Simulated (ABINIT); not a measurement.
## A GW chain in ABINIT: KNaMg2F6 (Fm-3m)

Aim: the G0W0 gap of KNaMg2F6 (Fm-3m) on LDA, step by step.

Program: ABINIT 10.8.3. Level of theory: LDA and many-body steps on it, plane waves. Results are calculated unless marked as measured.

### Step 1. The starting structure

It takes space group Fm-3m (No. 225, cubic). The conventional cell has a = 8.015 Å, b = 8.015 Å, c = 8.015 Å, α = 90.00°, β = 90.00°, γ = 90.00°. K has 12 F at 2.83 Å nearest. Na has 12 F at 2.83 Å nearest. Nearest to Mg lie 6 F at 2.00 Å. F has 2 Mg at 2.00 Å and 2 Na at 2.83 Å and 2 K at 2.83 Å nearest. Farther neighbours and most contacts between anions are not listed.

The cell and positions are those that the Materials Project relaxed with its own functionals (PBE, PBE+U or r2SCAN), kept fixed.

### Step 2. Ground state

This step: ABINIT 10.8.3; DFT, LDA, plane waves, norm-conserving pseudopotentials.

The ground-state density comes first.

File run.abi:

```
acell 3*1.0 Angstrom
rprim 
  -0.000000000000 4.007551000000 4.007551000000
  4.007551000000 -0.000000000000 4.007551000000
  4.007551000000 4.007551000000 -0.000000000000
ntypat 4
znucl 19 11 12 9
natom 10
typat 1 2 3 3 4 4 4 4 4 4
xred 
  0.000000000000 0.000000000000 0.000000000000
  0.500000000000 0.500000000000 0.500000000000
  0.250000000000 0.250000000000 0.250000000000
  0.750000000000 0.750000000000 0.750000000000
  0.500000000000 0.500000000000 0.000000000000
  0.000000000000 0.000000000000 0.500000000000
  0.500000000000 0.000000000000 0.500000000000
  0.000000000000 0.500000000000 0.000000000000
  0.000000000000 0.500000000000 0.500000000000
  0.500000000000 0.000000000000 0.000000000000
pp_dirpath "pseudos"
pseudos "K.upf, Na.upf, Mg.upf, F.upf"
ecut 38
ngkpt 4 4 4
nshiftk 1
shiftk 0 0 0
kptopt 1
chksymbreak 0
nband 49
occopt 1
tolvrs 1e-08
nstep 60
prtwf 0
optforces 0
optstress 0
indata_prefix "in"
outdata_prefix "out"
tmpdata_prefix "tmp"
```

Started as:

```console
$ OMP_NUM_THREADS=1 mpirun -n 4 abinit run.abi > log
```

Numbers of over 12 decimals in the logs are rounded to 6 here.

The program printed:

```text
.Version 10.8.3 of ABINIT. v10.8.2 released Aug 2026.

 Symmetries : space group Fm -3 m (#225); Bravais cF (face-center cubic)
================================================================================
 Values of the parameters that define the memory need of the present run
     intxc =       0    ionmov =       0      iscf =       7    lmnmax =       6
     lnmax =       6     mgfft =      60  mpssoang =       3    mqgrid =    3001
     natom =      10  nloc_mem =       1    nspden =       1   nspinor =       1
    nsppol =       1      nsym =      48    n1xccc =    2501    ntypat =       4
    occopt =       1   xclevel =       1
-    mband =          49        mffmem =           1         mkmem =           2
       mpw =        9739          nfft =      216000          nkpt =           8
================================================================================
  Rough estimation (10% accuracy) of disk space for files :
================================================================================

--------------------------------------------------------------------------------
------------- Echo of variables that govern the present computation ------------
--------------------------------------------------------------------------------
 -outvars: echo values of preprocessed input variables --------
            acell      1.8897261259E+00  1.8897261259E+00  1.8897261259E+00 Bohr

      chksymbreak           0
             ecut      3.80000000E+01 Hartree
-          fftalg         312

              ixc       -1012
              kpt      0.00000000E+00  0.00000000E+00  0.00000000E+00
                       2.50000000E-01  0.00000000E+00  0.00000000E+00
                       5.00000000E-01  0.00000000E+00  0.00000000E+00
                       2.50000000E-01  2.50000000E-01  0.00000000E+00
                       5.00000000E-01  2.50000000E-01  0.00000000E+00
                      -2.50000000E-01  2.50000000E-01  0.00000000E+00
                       5.00000000E-01  5.00000000E-01  0.00000000E+00
                      -2.50000000E-01  5.00000000E-01  2.50000000E-01
         kptrlatt        4    0    0      0    4    0      0    0    4
          kptrlen      4.28403405E+01
P           mkmem           2
            natom          10
            nband          49
            ngfft          60      60      60
             nkpt           8
            nstep          60
             nsym          48
           ntypat           4
              occ      2.000000  2.000000  2.000000  2.000000  2.000000  2.000000
                       2.000000  2.000000  2.000000  2.000000  2.000000  2.000000
                       2.000000  2.000000  2.000000  2.000000  2.000000  2.000000
                       2.000000  2.000000  2.000000  2.000000  2.000000  2.000000
                       2.000000  2.000000  2.000000  2.000000  2.000000  2.000000
                       2.000000  2.000000  2.000000  2.000000  2.000000  2.000000
                       2.000000  2.000000  2.000000  2.000000  0.000000  0.000000
                       0.000000  0.000000  0.000000  0.000000  0.000000  0.000000
                       0.000000
        optforces           0
        optstress           0
            prtwf           0
            rprim     -0.0000000000E+00  4.0075510000E+00  4.0075510000E+00
                       4.0075510000E+00 -0.0000000000E+00  4.0075510000E+00
                       4.0075510000E+00  4.0075510000E+00 -0.0000000000E+00
          spgroup         225

           tolvrs      1.00000000E-08

             xred      0.0000000000E+00  0.0000000000E+00  0.0000000000E+00
                       5.0000000000E-01  5.0000000000E-01  5.0000000000E-01
[...]
znucl       19.00000   11.00000   12.00000    9.00000

================================================================================

 chkinp: Checking input parameters for consistency.

================================================================================
== DATASET  1 ==================================================================
-   mpi_nproc: 4, omp_nthreads: 1 (-1 if OMP is not activated)

--- !DatasetInfo
iteration_state: {dtset: 1, }
dimensions: {natom: 10, nkpt: 8, mband: 49, nsppol: 1, nspinor: 1, nspden: 1, mpw: 9739, }
cutoff_energies: {ecut:  38.0, pawecutdg:  -1.0, }
electrons: {nelect:   8.00000000E+01, charge:   0.00000000E+00, occopt:   1.00000000E+00, tsmear:   1.00000000E-02, }

 Real(R)+Recip(G) space primitive vectors, cartesian coordinates (Bohr,Bohr^-1):
 R(1)=  0.0000000  7.5731738  7.5731738  G(1)= -0.0660225  0.0660225  0.0660225
 R(2)=  7.5731738  0.0000000  7.5731738  G(2)=  0.0660225 -0.0660225  0.0660225
 R(3)=  7.5731738  7.5731738  0.0000000  G(3)=  0.0660225  0.0660225 -0.0660225
 Unit cell volume ucvol=  8.6868790E+02 bohr^3
 Angles (23,13,12)=  6.00000000E+01  6.00000000E+01  6.00000000E+01 degrees

 getcut: wavevector=  0.0000  0.0000  0.0000  ngfft=  60  60  60
         ecut(hartree)=     38.000   => boxcut(ratio)=   2.01884

--- Pseudopotential description ------------------------------------------------
- K Generated using ONCVPSP code by D. R. Hamann
- 19.00000   9.00000  180309                  znucl, zion, pspdat
12 -1012 2 -1 2170                            pspcod,pspxc,lmax,lloc,mmax
     nproj     2     2     2
  pspatm : epsatm=    8.21740868
[...]
-  9.00000   7.00000  201202                  znucl, zion, pspdat
12 -1012 2 -1 824                             pspcod,pspxc,lmax,lloc,mmax
     nproj     2     2     1
  pspatm : epsatm=    4.94580260
         --- l  ekb(1:nproj) -->
[...]
2   -2.364936
 pspatm: atomic psp has been read  and splines computed

   5.25893823E+03                                ecore*ucvol(ha*bohr**3)
--------------------------------------------------------------------------------

_setup2: Arith. and geom. avg. npw (full set) are    9719.266    9719.232

================================================================================

--- !BeginCycle
iteration_state: {dtset: 1, }
solver: {iscf: 7, nstep: 60, nline: 4, wfoptalg: 0, }
tolerances: {tolvrs: 1.00E-08, }

     iter   Etot(hartree)      deltaE(h)  residm     vres2
 ETOT  1  -341.78756131181    -3.418E+02 1.232E-01 1.028E+03
 ETOT  2  -341.98619610250    -1.986E-01 8.297E-03 6.943E+02
 ETOT  3  -342.23821754617    -2.520E-01 1.226E-02 3.958E+01
 ETOT  4  -342.24496846481    -6.751E-03 1.761E-03 1.126E+00
 ETOT  5  -342.24509307160    -1.246E-04 1.671E-03 3.559E-01
 ETOT  6  -342.24511975527    -2.668E-05 1.018E-03 1.948E-02
 ETOT  7  -342.24512125707    -1.502E-06 9.068E-04 2.365E-03
 ETOT  8  -342.24512137724    -1.202E-07 9.968E-04 2.887E-04
 ETOT  9  -342.24512139004    -1.279E-08 1.204E-03 1.871E-05
 ETOT 10  -342.24512139141    -1.371E-09 8.185E-04 5.957E-08
 ETOT 11  -342.24512139141    -3.695E-12 6.738E-04 8.908E-09

 At SCF step   11       vres2   =  8.91E-09 < tolvrs=  1.00E-08 =>converged.

--- !ResultsGS
iteration_state: {dtset: 1, }
comment   : Summary of ground state results
lattice_vectors:
- [ -0.0000000,   7.5731738,   7.5731738, ]
- [  7.5731738,  -0.0000000,   7.5731738, ]
- [  7.5731738,   7.5731738,  -0.0000000, ]
lattice_lengths: [  10.71009,   10.71009,   10.71009, ]
lattice_angles: [ 60.000,  60.000,  60.000, ] # degrees, (23, 13, 12)
lattice_volume:   8.6868790E+02
convergence: {deltae: -3.695E-12, res2:  8.908E-09, residm:  6.738E-04, diffor:  0.000E+00, }
etotal    :  -3.42245121E+02
entropy   :   0.00000000E+00
fermie    :  -1.99185193E-02
cartesian_stress_tensor: null
pressure_GPa: null
xred      :
- [  0.0000E+00,   0.0000E+00,   0.0000E+00,  K]
- [  5.0000E-01,   5.0000E-01,   5.0000E-01, Na]
- [  2.5000E-01,   2.5000E-01,   2.5000E-01, Mg]
- [  7.5000E-01,   7.5000E-01,   7.5000E-01, Mg]
- [  5.0000E-01,   5.0000E-01,   2.6248E-17,  F]
- [  1.3124E-17,  -1.3124E-17,   5.0000E-01,  F]
- [  5.0000E-01,  -1.3124E-17,   5.0000E-01,  F]
- [ -1.3124E-17,   5.0000E-01,   1.3124E-17,  F]
- [  1.4631E-17,   5.0000E-01,   5.0000E-01,  F]
- [  5.0000E-01,  -1.3124E-17,   1.3124E-17,  F]
cartesian_forces: null
force_length_stats: {min: null, max: null, mean: null, }

 Integrated electronic density in atomic spheres:
 ------------------------------------------------
 Atom  Sphere_radius  Integrated_density
[...]
================================================================================

 ----iterations are completed or convergence reached----

 Mean square residual over all n,k,spin=   32.664E-07; max=  67.380E-05
 reduced coordinates (array xred) for   10 atoms
[...]
0.000000000000     -0.000000000000      0.500000000000
       0.500000000000     -0.000000000000      0.500000000000
      -0.000000000000      0.500000000000      0.000000000000
       0.000000000000      0.500000000000      0.500000000000
       0.500000000000     -0.000000000000      0.000000000000
 rms dE/dt=  0.0000E+00; max dE/dt=  0.0000E+00; dE/dt below (all hartree)
    1       0.000000000000      0.000000000000      0.000000000000
    2       0.000000000000      0.000000000000      0.000000000000
    3       0.000000000000      0.000000000000      0.000000000000
    4       0.000000000000      0.000000000000      0.000000000000
    5       0.000000000000      0.000000000000      0.000000000000
    6       0.000000000000      0.000000000000      0.000000000000
    7       0.000000000000      0.000000000000      0.000000000000
    8       0.000000000000      0.000000000000      0.000000000000
    9       0.000000000000      0.000000000000      0.000000000000
   10       0.000000000000      0.000000000000      0.000000000000

 cartesian coordinates (angstrom) at end:
[...]
6      2.003776     2.003776     0.000000
    7      2.003776     4.007551     2.003776
    8      2.003776     0.000000     2.003776
    9      4.007551     2.003776     2.003776
   10      0.000000     2.003776     2.003776
 length scales=  1.889726125908  1.889726125908  1.889726125908 bohr
              =  1.000000000000  1.000000000000  1.000000000000 angstroms
 prteigrs : about to open file out_EIG
 Fermi (or HOMO) energy (hartree) =  -0.01992   Average Vxc (hartree)=  -0.37242
 Eigenvalues (hartree) for nkpt=   8  k points:
 kpt#   1, nband= 49, wtk=  0.01563, kpt=  0.0000  0.0000  0.0000 (reduced coord)
  -2.59305   -2.59304   -1.77236   -1.39648   -1.39648   -1.39648   -1.39627   -1.39627
  -1.39627   -0.94471   -0.76119   -0.76119   -0.76119   -0.74264   -0.72310   -0.72310
  -0.72310   -0.71701   -0.71701   -0.35035   -0.35035   -0.35035   -0.16411   -0.11277
  -0.11277   -0.11277   -0.08858   -0.08858   -0.08858   -0.06160   -0.06160   -0.04245
  -0.04245   -0.04245   -0.03392   -0.03392   -0.03392   -0.01992   -0.01992   -0.01992
   0.20061    0.37260    0.37260    0.37260    0.37557    0.37557    0.39071    0.45888
   0.46192
 prteigrs : prtvol=0 or 1, do not print more k-points.

--- !EnergyTerms
iteration_state     : {dtset: 1, }
comment             : Components of total free energy in Hartree
kinetic             :  2.02847837388795E+02
hartree             :  1.10052746721235E+02
xc                  : -6.09470056330615E+01
Ewald energy        : -1.98955962169046E+02
psp_core            :  6.05388682969889E+00
local_psp           : -3.37968145440094E+02
non_local_psp       : -6.33284790889406E+01
total_energy        : -3.42245121391414E+02
total_energy_eV     : -9.31296418898442E+03
band_energy         : -5.03851922634458E+01

== END DATASET(S) ==============================================================
================================================================================

 -outvars: echo values of variables after computation  --------
           etotal     -3.4224512139E+02
            nband          49
             nkpt           8
          spgroup         225
 [... the other variables as echoed above ...]

 Calculation completed.
```

Elapsed: 60 s, on 4 MPI ranks of Arm Neoverse V1, shared host; peak memory 0.5 GiB.

This step gave:

```
total energy               : -9312.9642 eV
gap                        : 6.001 eV
k of the valence top       : 0, 0, 0
k of the conduction bottom : 0, 0, 0
least direct gap           : 6.001 eV
```

The gap is direct, at Γ.

### Step 3. Empty states on the mesh, 2×2×2 mesh, 113 bands

The sums over transitions need many empty states on a uniform mesh; this step solves for them.

run.abi, as its differences from that of step 2:

```diff
@@ -23,3 +23,3 @@
 ecut 38
-ngkpt 4 4 4
+ngkpt 2 2 2
 nshiftk 1
@@ -28,9 +28,10 @@
 chksymbreak 0
-nband 49
-occopt 1
-tolvrs 1e-08
+iscf -2
+irdden 1
+istwfk *1
+nband 113
+nbdbuf 10
+tolwfr 1e-09
 nstep 60
-prtwf 0
-optforces 0
-optstress 0
+prtvol 0
 indata_prefix "in"
```

Started as:

```console
$ OMP_NUM_THREADS=1 mpirun -n 3 abinit run.abi > log
```

The program printed:

```text
.Version 10.8.3 of ABINIT. v10.8.2 released Aug 2026.

 Symmetries : space group Fm -3 m (#225); Bravais cF (face-center cubic)
[... echo of the input left out ...]
== DATASET  1 ==================================================================
-   mpi_nproc: 3, omp_nthreads: 1 (-1 if OMP is not activated)

--- !DatasetInfo
iteration_state: {dtset: 1, }
dimensions: {natom: 10, nkpt: 3, mband: 113, nsppol: 1, nspinor: 1, nspden: 1, mpw: 9756, }
cutoff_energies: {ecut:  38.0, pawecutdg:  -1.0, }
electrons: {nelect:   8.00000000E+01, charge:   0.00000000E+00, occopt:   1.00000000E+00, tsmear:   1.00000000E-02, }

 Real(R)+Recip(G) space primitive vectors, cartesian coordinates (Bohr,Bohr^-1):
 R(1)=  0.0000000  7.5731738  7.5731738  G(1)= -0.0660225  0.0660225  0.0660225
 R(2)=  7.5731738  0.0000000  7.5731738  G(2)=  0.0660225 -0.0660225  0.0660225
 R(3)=  7.5731738  7.5731738  0.0000000  G(3)=  0.0660225  0.0660225 -0.0660225
 Unit cell volume ucvol=  8.6868790E+02 bohr^3
 Angles (23,13,12)=  6.00000000E+01  6.00000000E+01  6.00000000E+01 degrees

 getcut: wavevector=  0.0000  0.0000  0.0000  ngfft=  60  60  60
         ecut(hartree)=     38.000   => boxcut(ratio)=   2.01884

--- Pseudopotential description ------------------------------------------------
- K Generated using ONCVPSP code by D. R. Hamann
- 19.00000   9.00000  180309                  znucl, zion, pspdat
12 -1012 2 -1 2170                            pspcod,pspxc,lmax,lloc,mmax
     nproj     2     2     2
  pspatm : epsatm=    8.21740868
         --- l  ekb(1:nproj) -->
             0   10.940065    0.829722
             1    4.437415    0.568178
             2   -3.386874   -1.066382
 pspatm: atomic psp has been read  and splines computed

- Na Generated using ONCVPSP code by D. R. Hamann
- 11.00000   9.00000  180309                  znucl, zion, pspdat
12 -1012 1 -1 1968                            pspcod,pspxc,lmax,lloc,mmax
     nproj     2     2     0
  pspatm : epsatm=    9.37365322
         --- l  ekb(1:nproj) -->
[...]
pspatm: atomic psp has been read  and splines computed

- Mg Generated using ONCVPSP code by D. R. Hamann
- 12.00000  10.00000  180309                  znucl, zion, pspdat
12 -1012 1 -1 1510                            pspcod,pspxc,lmax,lloc,mmax
     nproj     2     2     0
  pspatm : epsatm=    9.23542517
         --- l  ekb(1:nproj) -->
[...]
pspatm: atomic psp has been read  and splines computed

- F Generated using ONCVPSP code by D. R. Hamann
-  9.00000   7.00000  201202                  znucl, zion, pspdat
12 -1012 2 -1 824                             pspcod,pspxc,lmax,lloc,mmax
     nproj     2     2     1
  pspatm : epsatm=    4.94580260
         --- l  ekb(1:nproj) -->
[...]
2   -2.364936
 pspatm: atomic psp has been read  and splines computed

[...]
-2.5930E+00 -2.5930E+00 -1.7724E+00 -1.3965E+00 -1.3965E+00 -1.3965E+00
 -1.3963E+00 -1.3963E+00 -1.3963E+00 -9.4471E-01 -7.6119E-01 -7.6119E-01
 -7.6119E-01 -7.4264E-01 -7.2310E-01 -7.2310E-01 -7.2310E-01 -7.1701E-01
[...]
1.1506E+00  1.1506E+00  1.1506E+00  1.2284E+00  1.2284E+00  1.2759E+00
  1.2759E+00  1.2759E+00  1.3018E+00  1.3554E+00  1.4035E+00  1.4035E+00
  1.4042E+00  1.4104E+00  1.4111E+00  1.4274E+00  1.4275E+00
 prteigrs : prtvol=0 or 1, do not print more k-points.

--- !ResultsGS
iteration_state: {dtset: 1, }
comment   : Summary of ground state results
lattice_vectors:
- [ -0.0000000,   7.5731738,   7.5731738, ]
- [  7.5731738,  -0.0000000,   7.5731738, ]
- [  7.5731738,   7.5731738,  -0.0000000, ]
lattice_lengths: [  10.71009,   10.71009,   10.71009, ]
lattice_angles: [ 60.000,  60.000,  60.000, ] # degrees, (23, 13, 12)
lattice_volume:   8.6868790E+02
convergence: {deltae:  0.000E+00, res2:  0.000E+00, residm:  9.881E-10, diffor:  0.000E+00, }
etotal    :  -3.42245121E+02
entropy   :   0.00000000E+00
fermie    :  -1.99185193E-02
cartesian_stress_tensor: null
pressure_GPa: null
xred      :
- [  0.0000E+00,   0.0000E+00,   0.0000E+00,  K]
- [  5.0000E-01,   5.0000E-01,   5.0000E-01, Na]
- [  2.5000E-01,   2.5000E-01,   2.5000E-01, Mg]
- [  7.5000E-01,   7.5000E-01,   7.5000E-01, Mg]
- [  5.0000E-01,   5.0000E-01,   2.6248E-17,  F]
- [  1.3124E-17,  -1.3124E-17,   5.0000E-01,  F]
- [  5.0000E-01,  -1.3124E-17,   5.0000E-01,  F]
- [ -1.3124E-17,   5.0000E-01,   1.3124E-17,  F]
- [  1.4631E-17,   5.0000E-01,   5.0000E-01,  F]
- [  5.0000E-01,  -1.3124E-17,   1.3124E-17,  F]
cartesian_forces: null
force_length_stats: {min: null, max: null, mean: null, }

 Integrated electronic density in atomic spheres:
 ------------------------------------------------
 Atom  Sphere_radius  Integrated_density
[...]
================================================================================

 ----iterations are completed or convergence reached----

 Mean square residual over all n,k,spin=   45.655E-11; max=  98.815E-11
 reduced coordinates (array xred) for   10 atoms
[...]
0.000000000000      0.500000000000      0.500000000000
       0.500000000000     -0.000000000000      0.000000000000

 cartesian coordinates (angstrom) at end:
    1      0.000000     0.000000     0.000000
    2      4.007551     4.007551     4.007551
    3      2.003776     2.003776     2.003776
[...]
9      4.007551     2.003776     2.003776
   10      0.000000     2.003776     2.003776
 length scales=  1.889726125908  1.889726125908  1.889726125908 bohr
              =  1.000000000000  1.000000000000  1.000000000000 angstroms
 prteigrs : about to open file out_EIG
 Eigenvalues (hartree) for nkpt=   3  k points:
 kpt#   1, nband=113, wtk=  0.12500, kpt=  0.0000  0.0000  0.0000 (reduced coord)
[...]
1.15063    1.15063    1.15063    1.22842    1.22842    1.27590    1.27590    1.27590
   1.30183    1.35545    1.40348    1.40349    1.40418    1.41045    1.41112    1.42738
   1.42748
 prteigrs : prtvol=0 or 1, do not print more k-points.

== END DATASET(S) ==============================================================
================================================================================

 -outvars: echo values of variables after computation  --------
            nband         113
             nkpt           3
          spgroup         225
 [... the other variables as echoed above ...]

 Calculation completed.
```

Run time: 42 s. Hardware: 3 MPI ranks; peak memory 0.34 GiB; 2.1 min of CPU time.

Numbers from this step:

| Property | Result |
| --- | --- |
| gap | 6.001 eV |
| k of the valence top | 0, 0, 0 |
| k of the conduction bottom | 0, 0, 0 |
| least direct gap | 6.001 eV |
| k points computed | 3 |
| lowest point of the top converged band, above the valence top | 35.26 eV |

On this mesh the gap is 6.001 eV.

[end of part 1 of 2]

[Paths, hosts, dates, memory and timing lines, banners, echoed tables and standing remarks are left out of the program output.]

[Logs are printed without paths, hosts, clocks, repeated set-up lines and the standing remarks that a program may print on its own settings, such as how far it seeks lower states.]

[Runs of the session that timed out or met a known fault of the program may be left out.]

[Hosts, paths, dates, database ids (printed as entryN), source tags and the programs' standing remarks are cut or masked in the printed files.]

[G0W0 gaps are taken among the corrected bands and points alone; a level outside them can change the order at an edge.]

[Where Ansatz stands beside ABINIT at settings called matched, ABINIT's density can come from a denser mesh and the files from another edition; pairs whose starting gaps differed by over 0.03 eV were left out, so agreement reads better than it is.]
